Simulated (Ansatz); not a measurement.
# La on Ru(0001): change of the work function, part 2 of 3

Wanted: Δφ(θ) for La/Ru(0001), starting from the fcc site.

Ansatz 0.2.0; plane-wave DFT, PBE, Ansatz PAW.

So far, work function, upper face (eV): step 2 (the clean slab) 5.05.

### Step 3. The covered slab, k-mesh 4×4×1, coverage 0.111 ML

System of this step: La/Ru(0001). The cell holds 37 atoms: 36 Ru and 1 La. Its edges and angles: a = 8.100 Å, b = 8.100 Å, c = 27.666 Å, α = 90.0°, β = 90.0°, γ = 60.0°. Vacuum lies along c.

The clean slab as it ended is repeated in the plane and the adsorbate is set on one face; the cell's size fixes the coverage, and the k-mesh shrinks with it to keep the sampling density about even. Adsorbate and upper layers relax, since the dipole depends on the height.

input.yaml reads:

```yaml
crystal:
  lattice:
    - [8.1, 0.0, 0.0]
    - [4.05, 7.0148057706, 0.0]
    - [0.0, 0.0, 27.6660856042]
  atoms:
    - { symbol: Ru, position: [0.2222222222, 0.2222222222, 0.325308037] }
    - { symbol: Ru, position: [0.0, 0.0, 0.4026012267] }
    - { symbol: Ru, position: [0.2222222222, 0.2222222222, 0.4805952292] }
    - { symbol: Ru, position: [0.0, 0.0, 0.5559625411] }
    - { symbol: Ru, position: [0.2222222222, 0.5555555556, 0.325308037] }
    - { symbol: Ru, position: [0.0, 0.3333333333, 0.4026012267] }
    - { symbol: Ru, position: [0.2222222222, 0.5555555556, 0.4805952292] }
    - { symbol: Ru, position: [0.0, 0.3333333333, 0.5559625411] }
    - { symbol: Ru, position: [0.2222222222, 0.8888888889, 0.325308037] }
    - { symbol: Ru, position: [0.0, 0.6666666667, 0.4026012267] }
    - { symbol: Ru, position: [0.2222222222, 0.8888888889, 0.4805952292] }
    - { symbol: Ru, position: [0.0, 0.6666666667, 0.5559625411] }
    - { symbol: Ru, position: [0.5555555556, 0.2222222222, 0.325308037] }
    - { symbol: Ru, position: [0.3333333333, 0.0, 0.4026012267] }
    - { symbol: Ru, position: [0.5555555556, 0.2222222222, 0.4805952292] }
    - { symbol: Ru, position: [0.3333333333, 0.0, 0.5559625411] }
    - { symbol: Ru, position: [0.5555555556, 0.5555555556, 0.325308037] }
    - { symbol: Ru, position: [0.3333333333, 0.3333333333, 0.4026012267] }
    - { symbol: Ru, position: [0.5555555556, 0.5555555556, 0.4805952292] }
    - { symbol: Ru, position: [0.3333333333, 0.3333333333, 0.5559625411] }
    - { symbol: Ru, position: [0.5555555556, 0.8888888889, 0.325308037] }
    - { symbol: Ru, position: [0.3333333333, 0.6666666667, 0.4026012267] }
    - { symbol: Ru, position: [0.5555555556, 0.8888888889, 0.4805952292] }
    - { symbol: Ru, position: [0.3333333333, 0.6666666667, 0.5559625411] }
    - { symbol: Ru, position: [0.8888888889, 0.2222222222, 0.325308037] }
    - { symbol: Ru, position: [0.6666666667, 0.0, 0.4026012267] }
    - { symbol: Ru, position: [0.8888888889, 0.2222222222, 0.4805952292] }
    - { symbol: Ru, position: [0.6666666667, 0.0, 0.5559625411] }
    - { symbol: Ru, position: [0.8888888889, 0.5555555556, 0.325308037] }
    - { symbol: Ru, position: [0.6666666667, 0.3333333333, 0.4026012267] }
    - { symbol: Ru, position: [0.8888888889, 0.5555555556, 0.4805952292] }
    - { symbol: Ru, position: [0.6666666667, 0.3333333333, 0.5559625411] }
    - { symbol: Ru, position: [0.8888888889, 0.8888888889, 0.325308037] }
    - { symbol: Ru, position: [0.6666666667, 0.6666666667, 0.4026012267] }
    - { symbol: Ru, position: [0.8888888889, 0.8888888889, 0.4805952292] }
    - { symbol: Ru, position: [0.6666666667, 0.6666666667, 0.5559625411] }
    - { symbol: La, position: [0.1111111111, 0.1111111111, 0.674691963] }
kpoints:
  mp_grid: { grid: [4, 4, 1] }
hamiltonian:
  xc: pbe
scf:
  occupations: { method: fermi_dirac, width: 0.1 }
  convergence: { dr2_threshold: 1.0e-08 }
efield:
  axis: 3
  dipole_correction: true
  ramp_position: 0.97
  ramp_width: 0.06
relax:
  f_tol: 0.02
  max_steps: 60
  constraints:
    - { sites: [0, 1, 4, 5, 8, 9, 12, 13, 16, 17, 20, 21, 24, 25, 28, 29, 32, 33] }
output:
  write_potential: true
  write_density: true
  volumetric_format: npy
```

Started as:

```sh
ansatz run input.yaml --threads 4 --pin off --max-ram 16384MiB --backend cpu --events-out ev --progress --plain --runs-dir out
```

What it wrote:

```text
[...]
Crystal: 37 atoms, lattice volume = 1571.985 Å³
Basis set: ecut = 420 eV, 30843 PW (Γ), exchange–correlation on 120×120×384 points (8 copies of the dense FFT grid, shifted against one another)
Bands: 353, of which v1, the nominal top of the filled ones, is band 294 counted from 1 (293 counted from 0)
Symmetry: 6 space group operations
[...]
k-points: 4 of 16 (time reversal used)
[...]
SCF iter   1: F=—  HF=-217866.931628 eV  |F-HF|=—  |Δ(HF+E_count)|=         —  Δρ=1.02e-1  dr2=9.23e2  ethr=1.77e-3  p=1.057 e·Å  D=1.22e-1 V/Å  ΔV_dip=-3.37 eV  dr2_dipole=3.39e2  V_vac-E_F(+/−)=1.72/5.09 eV  ⟨swp⟩=7.0  Hψ=5489  notcnv=0
[...]
SCF iter  37: F=-217864.035535 eV  HF=-217864.035535 eV  |F-HF|=5.82e-11  |Δ(HF+E_count)|=   1.02e-9  Δρ=1.31e-7  dr2=8.81e-10  ethr=1.70e-12  p=0.882 e·Å  D=1.01e-1 V/Å  ΔV_dip=-2.81 eV  dr2_dipole=3.99e-10  V_vac-E_F(+/−)=2.27/5.08 eV  ⟨swp⟩=7.5  Hψ=9216  notcnv=0
SCF 1 converged in 37 iterations: F = -217864.035535 eV  dr2 = 8.81e-10
[...]
relax step   1: F+E_penalty+E_count = -217864.03553467 eV  Δ(F+E_penalty+E_count) = +0.000e0 eV  max|allowed force component| = 2.976e0 eV/Å  Δτ_max = 0.0000 Å  (37 SCF iters, accepted)
[...]
SCF iter  11: F=-217864.725658 eV  HF=-217864.725658 eV  |F-HF|=1.61e-8  |Δ(HF+E_count)|=   1.89e-9  Δρ=4.39e-7  dr2=3.94e-9  ethr=1.70e-12  p=0.911 e·Å  D=1.05e-1 V/Å  ΔV_dip=-2.90 eV  dr2_dipole=7.93e-11  V_vac-E_F(+/−)=2.18/5.08 eV  ⟨swp⟩=10.0  Hψ=9881  notcnv=0
SCF 2 converged in 11 iterations: F = -217864.725658 eV  dr2 = 3.94e-9
[...]
relax step   2: F+E_penalty+E_count = -217864.72565797 eV  Δ(F+E_penalty+E_count) = -6.901e-1 eV  max|allowed force component| = 3.180e0 eV/Å  Δτ_max = 0.1996 Å  (11 SCF iters, accepted)
SCF iter   1: F=—  HF=-217865.421663 eV  |F-HF|=—  |Δ(HF+E_count)|=         —  Δρ=3.39e-3  dr2=1.08e0  ethr=1.26e-3  p=0.911 e·Å  D=1.05e-1 V/Å  ΔV_dip=-2.90 eV  dr2_dipole=1.94e-1  V_vac-E_F(+/−)=2.19/5.09 eV  ⟨swp⟩=4.0  Hψ=2515  notcnv=0
[...]
SCF iter  11: F=-217865.387269 eV  HF=-217865.387269 eV  |F-HF|=2.82e-9  |Δ(HF+E_count)|=   1.36e-8  Δρ=3.89e-7  dr2=4.53e-9  ethr=1.70e-12  p=0.911 e·Å  D=1.05e-1 V/Å  ΔV_dip=-2.90 eV  dr2_dipole=2.88e-11  V_vac-E_F(+/−)=2.18/5.08 eV  ⟨swp⟩=7.2  Hψ=10194  notcnv=0
SCF 3 converged in 11 iterations: F = -217865.387269 eV  dr2 = 4.53e-9
relax step   3: F+E_penalty+E_count = -217865.38726895 eV  Δ(F+E_penalty+E_count) = -6.616e-1 eV  max|allowed force component| = 3.141e0 eV/Å  Δτ_max = 0.1949 Å  (11 SCF iters, accepted)
[...]
relax step   4: F+E_penalty+E_count = -217866.01487056 eV  Δ(F+E_penalty+E_count) = -6.276e-1 eV  max|allowed force component| = 2.630e0 eV/Å  Δτ_max = 0.1964 Å  (10 SCF iters, accepted)
[...]
relax step   5: F+E_penalty+E_count = -217866.43357489 eV  Δ(F+E_penalty+E_count) = -4.187e-1 eV  max|allowed force component| = 1.437e0 eV/Å  Δτ_max = 0.1950 Å  (10 SCF iters, accepted)
[...]
relax step   6: F+E_penalty+E_count = -217866.61547330 eV  Δ(F+E_penalty+E_count) = -1.819e-1 eV  max|allowed force component| = 1.598e-1 eV/Å  Δτ_max = 0.1949 Å  (10 SCF iters, accepted)
[...]
relax step   7: F+E_penalty+E_count = -217866.63045470 eV  Δ(F+E_penalty+E_count) = -1.498e-2 eV  max|allowed force component| = 5.956e-2 eV/Å  Δτ_max = 0.0577 Å  (8 SCF iters, accepted)
SCF iter   1: F=—  HF=-217866.628628 eV  |F-HF|=—  |Δ(HF+E_count)|=         —  Δρ=3.81e-4  dr2=1.25e-2  ethr=4.92e-6  p=0.739 e·Å  D=8.50e-2 V/Å  ΔV_dip=-2.35 eV  dr2_dipole=3.60e-3  V_vac-E_F(+/−)=2.74/5.10 eV  ⟨swp⟩=2.0  Hψ=2428  notcnv=0
[...]
SCF iter   8: F=-217866.631259 eV  HF=-217866.631259 eV  |F-HF|=2.26e-8  |Δ(HF+E_count)|=   3.89e-8  Δρ=2.62e-7  dr2=1.25e-9  ethr=1.70e-12  p=0.738 e·Å  D=8.49e-2 V/Å  ΔV_dip=-2.35 eV  dr2_dipole=1.46e-10  V_vac-E_F(+/−)=2.75/5.10 eV  ⟨swp⟩=9.2  Hψ=9442  notcnv=0
SCF 8 converged in 8 iterations: F = -217866.631259 eV  dr2 = 1.25e-9
relax step   8: F+E_penalty+E_count = -217866.63125910 eV  Δ(F+E_penalty+E_count) = -8.044e-4 eV  max|allowed force component| = 1.940e-2 eV/Å  Δτ_max = 0.0079 Å  (8 SCF iters, accepted)
NSCF: frozen V_eff on 4 k-points
[...]
SCF converged after 8 iterations
Free energy (F): -217866.631259 eV
[...]
Internal energy: -217865.251565 eV  (E = F + TS)
E sigma→0 (E₀):  -217865.941412 eV
Entropy (-TS):   -1.379694 eV (-37.289 meV/atom)
Fermi energy:    5.026844 eV
Dipole field:    D = 0.084908 V/Å  (p = 0.737627 e·Å, saw-weighted, corrected)
Work function:   Φ+ = 2.7469 eV   Φ− = 5.0960 eV
[...]
--- Forces (eV/Å), atoms counted from 1 ---
  atom   1  Ru     0.00270200     0.00156000     0.45121980
  atom   2  Ru     0.03648671     0.02106561    -0.44965604
  atom   3  Ru    -0.00061284    -0.00035382     0.00152169
  atom   4  Ru     0.00710662     0.00410301     0.00028569
  atom   5  Ru    -0.01549555     0.00894636     0.48360192
  atom   6  Ru    -0.00000000    -0.04213122    -0.44965604
  atom   7  Ru    -0.00746410     0.00430940     0.01940172
  atom   8  Ru     0.00000000    -0.00820602     0.00028569
  atom   9  Ru     0.00000000    -0.00312000     0.45121980
  atom  10  Ru     0.05529158    -0.03192261    -0.45257031
  atom  11  Ru     0.00000000     0.00070765     0.00152169
  atom  12  Ru     0.00157987    -0.00091214    -0.01383256
  atom  13  Ru     0.00000000    -0.01789272     0.48360192
  atom  14  Ru    -0.03648671     0.02106561    -0.44965604
  atom  15  Ru     0.00000000    -0.00861880     0.01940172
  atom  16  Ru    -0.00710662     0.00410301     0.00028569
  atom  17  Ru     0.01549555     0.00894636     0.48360192
  atom  18  Ru     0.02628300     0.01517450    -0.46502787
  atom  19  Ru     0.00746410     0.00430940     0.01940172
  atom  20  Ru     0.00197892     0.00114253    -0.00505846
  atom  21  Ru     0.00726100    -0.00419214     0.42339651
  atom  22  Ru    -0.00000000    -0.03034899    -0.46502787
  atom  23  Ru     0.00849043    -0.00490195     0.00905131
  atom  24  Ru     0.00000000    -0.00228505    -0.00505846
  atom  25  Ru    -0.00270200     0.00156000     0.45121980
  atom  26  Ru    -0.00000000     0.06384521    -0.45257031
  atom  27  Ru     0.00061284    -0.00035382     0.00152169
  atom  28  Ru    -0.00000000     0.00182427    -0.01383256
  atom  29  Ru     0.00000000     0.00838428     0.42339651
  atom  30  Ru    -0.02628300     0.01517450    -0.46502787
  atom  31  Ru     0.00000000     0.00980390     0.00905131
  atom  32  Ru    -0.00197892     0.00114253    -0.00505846
  atom  33  Ru    -0.00726100    -0.00419214     0.42339651
  atom  34  Ru    -0.05529158    -0.03192261    -0.45257031
  atom  35  Ru    -0.00849043    -0.00490195     0.00905131
  atom  36  Ru    -0.00157987    -0.00091214    -0.01383256
  atom  37  La    -0.00000000     0.00000000    -0.00700122
  max |Σ_I F_I| component: 1.02e-6 eV/Å
--- Band table (eV) ---
  k-point 0: bands = [... 290 lower, 5.3185, 5.3429, 5.3429, 5.3558, 5.3704, 5.3704, 5.3734, 5.3835, ... 55 higher]
  k-point 1: bands = [... 290 lower, 4.9601, 4.9714, 4.9730, 5.0469, 5.1251, 5.1662, 5.2385, 5.2516, ... 55 higher]
  k-point 2: bands = [... 290 lower, 4.7245, 4.7429, 4.9484, 5.0483, 5.0824, 5.1122, 5.1958, 5.2361, ... 55 higher]
  k-point 3: bands = [... 290 lower, 4.7735, 4.8492, 4.8808, 4.8952, 5.0317, 5.0669, 5.0693, 5.1404, ... 55 higher]
--- Relaxed structure (8 steps of the walk, 8 accepted, 0 SCFs on fresh bases) ---
  F+E_penalty+E_count = -217866.63125910 eV   max|allowed force component| = 1.940e-2 eV/Å
  atoms:
    - { symbol: Ru, position: [0.222222, 0.222222, 0.325308] }
    - { symbol: Ru, position: [1.111110e-11, 1.111110e-11, 0.402601] }
    - { symbol: Ru, position: [0.222185, 0.222185, 0.479916] }
    - { symbol: Ru, position: [-0.00347877, -0.00347877, 0.556944] }
    - { symbol: Ru, position: [0.222222, 0.555556, 0.325308] }
    - { symbol: Ru, position: [1.111111e-11, 0.333333, 0.402601] }
    - { symbol: Ru, position: [0.221832, 0.555751, 0.480730] }
    - { symbol: Ru, position: [-0.00347877, 0.340291, 0.556944] }
    - { symbol: Ru, position: [0.222222, 0.888889, 0.325308] }
    - { symbol: Ru, position: [-2.222222e-11, 0.666667, 0.402601] }
    - { symbol: Ru, position: [0.222185, 0.888964, 0.479916] }
    - { symbol: Ru, position: [0.000487626, 0.666423, 0.556082] }
    - { symbol: Ru, position: [0.555556, 0.222222, 0.325308] }
    - { symbol: Ru, position: [0.333333, 1.111110e-11, 0.402601] }
    - { symbol: Ru, position: [0.555751, 0.221832, 0.480730] }
    - { symbol: Ru, position: [0.340291, -0.00347877, 0.556944] }
    - { symbol: Ru, position: [0.555556, 0.555556, 0.325308] }
    - { symbol: Ru, position: [0.333333, 0.333333, 0.402601] }
    - { symbol: Ru, position: [0.555751, 0.555751, 0.480730] }
    - { symbol: Ru, position: [0.334123, 0.334123, 0.556671] }
    - { symbol: Ru, position: [0.555556, 0.888889, 0.325308] }
    - { symbol: Ru, position: [0.333333, 0.666667, 0.402601] }
    - { symbol: Ru, position: [0.554980, 0.889177, 0.479652] }
    - { symbol: Ru, position: [0.334123, 0.665086, 0.556671] }
    - { symbol: Ru, position: [0.888889, 0.222222, 0.325308] }
    - { symbol: Ru, position: [0.666667, -2.222223e-11, 0.402601] }
    - { symbol: Ru, position: [0.888964, 0.222185, 0.479916] }
    - { symbol: Ru, position: [0.666423, 0.000487626, 0.556082] }
    - { symbol: Ru, position: [0.888889, 0.555556, 0.325308] }
    - { symbol: Ru, position: [0.666667, 0.333333, 0.402601] }
    - { symbol: Ru, position: [0.889177, 0.554980, 0.479652] }
    - { symbol: Ru, position: [0.665086, 0.334123, 0.556671] }
    - { symbol: Ru, position: [0.888889, 0.888889, 0.325308] }
    - { symbol: Ru, position: [0.666667, 0.666667, 0.402601] }
    - { symbol: Ru, position: [0.889177, 0.889177, 0.479652] }
    - { symbol: Ru, position: [0.666423, 0.666423, 0.556082] }
    - { symbol: La, position: [0.111111, 0.111111, 0.637314] }
```

Run time: 24 min. Hardware: 4 threads of Arm Neoverse V1, shared host; peak memory 9.3 GiB.

The steps of the relaxation:

```csv
step,energy less that of the first step (eV),largest force component (eV/Å)
1,0.0000,2.9764
2,-0.6901,3.1801
3,-1.3517,3.1407
4,-1.9793,2.6305
5,-2.3980,1.4372
6,-2.5799,0.1598
7,-2.5949,0.0596
8,-2.5957,0.0194
```

The run keeps the 6 symmetry operations that the program found, so distortions that break them were not tested.

The atoms that moved most (Å):

```csv
atom,dx,dy,dz,length
La37,0.000,0.000,-1.034,1.034
Ru4,-0.042,-0.024,0.027,0.056
Ru16,0.042,-0.024,0.027,0.056
Ru8,0.000,0.049,0.027,0.056
Ru31,0.000,-0.004,-0.026,0.026
Ru35,0.003,0.002,-0.026,0.026
Ru23,-0.003,0.002,-0.026,0.026
Ru24,0.000,-0.011,0.020,0.023
```

The relaxed structure:

```xyz
37
Lattice="8.1000 0.0000 0.0000 4.0500 7.0148 0.0000 0.0000 0.0000 27.6661" Properties=species:S:1:pos:R:3
Ru    2.7000    1.5588    9.0000
Ru    0.0000    0.0000   11.1384
Ru    2.6995    1.5586   13.2774
Ru   -0.0423   -0.0244   15.4085
Ru    4.0500    3.8971    9.0000
Ru    1.3500    2.3383   11.1384
Ru    4.0476    3.8985   13.2999
Ru    1.3500    2.3871   15.4085
Ru    5.4000    6.2354    9.0000
Ru    2.7000    4.6765   11.1384
Ru    5.4000    6.2359   13.2774
Ru    2.7030    4.6748   15.3846
Ru    5.4000    1.5588    9.0000
Ru    2.7000    0.0000   11.1384
Ru    5.4000    1.5561   13.2999
Ru    2.7423   -0.0244   15.4085
Ru    6.7500    3.8971    9.0000
Ru    4.0500    2.3383   11.1384
Ru    6.7524    3.8985   13.2999
Ru    4.0596    2.3438   15.4009
Ru    8.1000    6.2354    9.0000
Ru    5.4000    4.6765   11.1384
Ru    8.0965    6.2374   13.2701
Ru    5.4000    4.6655   15.4009
Ru    8.1000    1.5588    9.0000
Ru    5.4000    0.0000   11.1384
Ru    8.1005    1.5586   13.2774
Ru    5.4000    0.0034   15.3846
Ru    9.4500    3.8971    9.0000
Ru    6.7500    2.3383   11.1384
Ru    9.4500    3.8931   13.2701
Ru    6.7404    2.3438   15.4009
Ru   10.8000    6.2354    9.0000
Ru    8.1000    4.6765   11.1384
Ru   10.8035    6.2374   13.2701
Ru    8.0970    4.6748   15.3846
La    1.3500    0.7794   17.6320
```

Numbers from this step:

* energy at zero smearing: -217865.9414 eV
* work function, upper face: 2.747 eV
* work function, lower face: 5.096 eV
* dipole along the normal: 0.7376 e·Å
* step between the vacuum levels: -2.349 eV

Running mean over 2.138 Å of the planar mean; the ramp of the sawtooth is left out. The electron's electrostatic potential energy less the Fermi level by z:

```csv
z (Å),electron's electrostatic potential energy less the Fermi level (eV)
3.5,5.10
4.0,5.10
4.5,5.09
5.0,5.09
5.5,5.07
6.0,5.01
6.5,4.78
7.0,3.96
7.5,0.788
8.0,-6.25
8.5,-12.4
9.0,-14.2
9.5,-14.5
10.0,-14.7
10.5,-14.8
11.0,-14.8
11.5,-14.9
12.0,-14.8
12.5,-14.8
13.0,-14.9
13.5,-14.9
14.0,-15.0
14.5,-15.0
15.0,-14.7
15.5,-14.2
16.0,-12.0
16.5,-6.08
17.0,-0.662
17.5,0.863
18.0,1.09
18.5,1.45
19.0,1.97
19.5,2.44
20.0,2.64
20.5,2.71
21.0,2.73
21.5,2.74
22.0,2.74
22.5,2.75
23.0,2.75
23.5,2.75
24.0,2.75
```

The relaxation took 8 steps and lowered the energy by 2.6 eV; the largest force on the free atoms ends at 0.019 eV/Å.

The covered face has 2.75 eV, -2.30 eV against the clean one; the bare back face has moved by +0.02 eV, a measure of how thin the slab is.

[end of part 2 of 3]

[Long decimals in the printed logs are rounded to 6 places.]

[Logs are printed without paths, hosts, clocks, repeated set-up lines and the standing remarks that a program may print on its own settings, such as how far it seeks lower states.]

[Hosts, paths, dates, database ids (printed as entryN), source tags and the programs' standing remarks are cut or masked in the printed files.]

[Maps of the electrostatic potential energy from Ansatz leave out the sawtooth potential of an applied field or a dipole correction, so their vacuum need not be flat; planar profiles and work functions include it.]
